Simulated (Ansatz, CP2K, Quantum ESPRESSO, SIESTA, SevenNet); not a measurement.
**Amorphous Ge at 5.66 g/cm³ (72 atoms): relaxed, then solved by several programs**

What does relaxation change in amorphous Ge at 5.66 g/cm³ (72 atoms), and how far do other programs agree with plane waves on the relaxed cell?

These are calculated values.

### 1. The structure

The cell holds 72 atoms (72 Ge), with edges of 11.54, 11.54 and 11.54 Å. Recipe: 72 atoms (72 Ge) placed at random at 5.66 g/cm³, melted at 3500 K for 10 ps at fixed volume with the Tersoff potential (Tersoff, Phys. Rev. B 39, 5566 (1989)). Quenched from 3500 K to 300 K at 20 K/ps and fixed volume, annealed at 800 K for 20 ps, held 5 ps, then minimised at fixed cell. Then the atoms were relaxed with SevenNet 0 in the fixed cell. Then the atoms were relaxed with CP2K double zeta, PBE. That run stopped short of its end.

### 2. The relaxation

CP2K double zeta (DZVP-MOLOPT-SR, GTH, 280 Ry; k-points Γ) took 60 geometry steps and stopped short of its thresholds. It started from the geometry that SevenNet 0 had relaxed.

Wall time 24 min (4 MPI ranks of Arm Neoverse V1, shared host); peak memory 2.8 GiB; 1.6 h of CPU time.

|  | before | after |
| --- | --- | --- |
| energy (meV/atom) | 0 | -38.2 |
| Ge-Ge bonds under 3.02 Å | 166 at 2.566 Å | 170 at 2.604 Å |

Atoms moved by 0.48 Å r.m.s. and 1.11 Å at most, with the common shift taken off.

### 3. Local order after relaxation

Density 5.66 g/cm³, 21.32 Å³ an atom.

Pair distribution function in bins of 0.2 Å:

| r (Å) | total |
| --- | --- |
| 2.40 | 1.16 |
| 2.60 | 3.80 |
| 2.80 | 0.77 |
| 3.00 | 0.31 |
| 3.20 | 0.53 |
| 3.40 | 0.73 |
| 3.60 | 0.96 |
| 3.80 | 1.51 |
| 4.00 | 1.42 |
| 4.20 | 1.34 |
| 4.40 | 1.14 |
| 4.60 | 0.86 |
| 4.80 | 0.78 |
| 5.00 | 0.78 |
| 5.20 | 0.79 |
| 5.40 | 0.79 |
| 5.60 | 0.97 |

Bonds by pair of elements; cutoffs follow the first minimum of g(r), held within bounds set by covalent radii, and pairs that aren't listed don't count as bonded:

| pair A-B | cutoff (Å) | bonds | mean length (Å) | spread (Å) | shortest (Å) | B about A | A about B |
| --- | --- | --- | --- | --- | --- | --- | --- |
| Ge-Ge | 3.02 | 170 | 2.60 | 0.126 | 2.42 | 4.72 | 4.72 |

How many atoms have how many bonded neighbours:

| element | mean | 4 | 5 | 6 | 7 | 8 |
| --- | --- | --- | --- | --- | --- | --- |
| Ge | 4.72 | 32 | 31 | 7 | 1 | 1 |

Bond angles, per cent of each kind in bins of 5°:

| angle (°) | Ge-Ge-Ge |
| --- | --- |
| 50–55 | 1.1 |
| 55–60 | 2.3 |
| 60–65 | 2.4 |
| 65–70 | 1.1 |
| 70–75 | 3.7 |
| 75–80 | 3.5 |
| 80–85 | 5.2 |
| 85–90 | 6.9 |
| 90–95 | 7.3 |
| 95–100 | 11.0 |
| 100–105 | 10.2 |
| 105–110 | 7.8 |
| 110–115 | 8.7 |
| 115–120 | 4.6 |
| 120–125 | 5.5 |
| 125–130 | 5.5 |
| 130–135 | 3.2 |
| 135–140 | 1.2 |
| 140–145 | 2.0 |
| 145–150 | 1.4 |
| 150–155 | 1.1 |
| 155–160 | 1.4 |
| 160–165 | 1.4 |
| 165–170 | 0.9 |
| 170–175 | 0.9 |

Bond angles (no mean is given where the spread exceeds 20°):

| angle | count | mean (°) | spread (°) |
| --- | --- | --- | --- |
| Ge-Ge-Ge | 656 | - | - |

Bond length by coordination (bonds to H left out):

| element | coordination | atoms | mean bond length (Å) |
| --- | --- | --- | --- |
| Ge | 4 | 32 | 2.54 |
| Ge | 5 | 31 | 2.62 |
| Ge | 6 | 7 | 2.71 |
| Ge | 7 | 1 | 2.77 |
| Ge | 8 | 1 | 2.73 |

The first maximum of g(r) stands at about 2.5 Å. With the cutoffs above, 44 % of Ge atoms have 4 bonded neighbours. Bonds at Ge atoms with 4 neighbours average 2.54 Å, against 2.71 Å at those with 6.

### 4. The plane-wave reference

Quantum ESPRESSO 7.5: Kohn-Sham DFT, PBE, SSSP efficiency 1.3.0 pseudopotentials, plane waves. Its input for the relaxed cell:

```
&control
  calculation = 'scf'
  pseudo_dir = './pseudo'
  outdir = './tmp'
  disk_io = 'none'
  tprnfor = .true.
  tstress = .true.
/
&system
  ibrav = 0
  nat = 72
  ntyp = 1
  ecutwfc = 45
  ecutrho = 360
  nosym = .true.
  occupations = 'smearing'
  smearing = 'fd'
  degauss = 0.003675
/
&electrons
  conv_thr = 3.6e-07
  electron_maxstep = 100
  mixing_beta = 0.2
  mixing_mode = 'local-TF'
  diagonalization = 'david'
/
ATOMIC_SPECIES
Ge 72.630 Ge.upf
CELL_PARAMETERS angstrom
11.53620 0.00000 0.00000
0.00000 11.53620 0.00000
0.00000 0.00000 11.53620
ATOMIC_POSITIONS crystal
Ge 0.08956 0.80457 0.75238
Ge 0.82894 0.52562 0.53595
Ge 0.89537 0.70850 0.66298
[... 67 atom lines left out ...]
Ge 0.50792 0.98441 0.34216
Ge 0.49249 0.08566 0.03977
K_POINTS gamma
```

Elapsed: 5.2 min, on 4 MPI ranks of Arm Neoverse V1, shared host; peak memory 4.9 GiB; 21 min of CPU time.

### 5. All levels at this geometry

CPU times are from a shared host and are rough.

```
                level                    basis or training data  k-points  own r.m.s. force (meV/Å)  difference from the reference (meV/Å)  pressure (GPa)  Kohn-Sham gap (eV)  CPU time  memory (GiB)
              QE, PBE   plane waves, SSSP efficiency, 45/360 Ry         Γ                        29                                      -            3.66                0.36    21 min           4.9
CP2K triple zeta, PBE                    TZV2P-UZH, GTH, 350 Ry         Γ                        25                                     17            4.52                0.36   8.6 min           5.1
      SIESTA DZP, PBE  DZP orbitals, shift 0.01 Ry, mesh 250 Ry         Γ                       118                                    126            6.55                0.38   8.1 min           1.9
           SevenNet 0        trained on PBE(+U) plane-wave data         -                       167                                    159            2.45                   -     9.6 s          0.74
```

The gap is the spacing of the highest filled and lowest empty Kohn-Sham level on the mesh; a dash marks partly filled levels, a spacing under 0.15 eV or a method without such levels.

### 6. Outcome

Relaxation in the fixed cell lowers the energy by 38 meV/atom at its own level and moves atoms by up to 1.11 Å. By the cutoffs of the final cell 17 bonds formed and 13 were lost, leaving 170. The reference finds an r.m.s. force of 29 meV/Å there and a pressure of 3.66 GPa, at a geometry that CP2K double zeta made.

Forces differ from the reference's by 17 meV/Å (CP2K triple zeta, PBE), 126 meV/Å (SIESTA DZP, PBE) and 159 meV/Å (SevenNet 0). Pressures lie -1.2 GPa (SevenNet 0), +0.9 GPa (CP2K triple zeta, PBE) and +2.9 GPa (SIESTA DZP, PBE) from the reference's. The highest filled and lowest empty levels lie 0.36 eV apart in the reference, against 0.36 eV in CP2K triple zeta, PBE and 0.38 eV in SIESTA DZP, PBE. With the cutoffs above, 44 % of Ge atoms have 4 bonded neighbours.

**Limits.** The relaxation stopped short, so the geometry isn't a minimum. The density was set by the recipe and held. One sample of a disordered cell; defect or tail levels can set the gap. Gaps are read on the mesh, which holds the band edges only if they fold onto it, and semilocal functionals tend to put them under measured ones. The quench rate of 20 K/ps is many orders above laboratory rates, so the cell is likely richer in defects and strain than a real sample. The reference samples only Γ, in a cell whose shortest periodic width is 12 Å. The plane-wave runs aren't exact: their cutoffs and mesh weren't converged further here. SIESTA's automatically made basis is far from complete, and its potentials were converted by us (checked for H, C, O, Si, Ge and Ca alone). Spin–orbit coupling is left out. Where levels are smeared, the DFT runs use Fermi–Dirac occupations at 580 K (0.05 eV), and energies are free energies.

[Long decimals in the printed logs are rounded to 6 places.]

[Logs are printed without paths, hosts, clocks, repeated set-up lines and the standing remarks that a program may print on its own settings, such as how far it seeks lower states.]

[Hosts, paths, dates, database ids (printed as entryN), source tags and the programs' standing remarks are cut or masked in the printed files.]
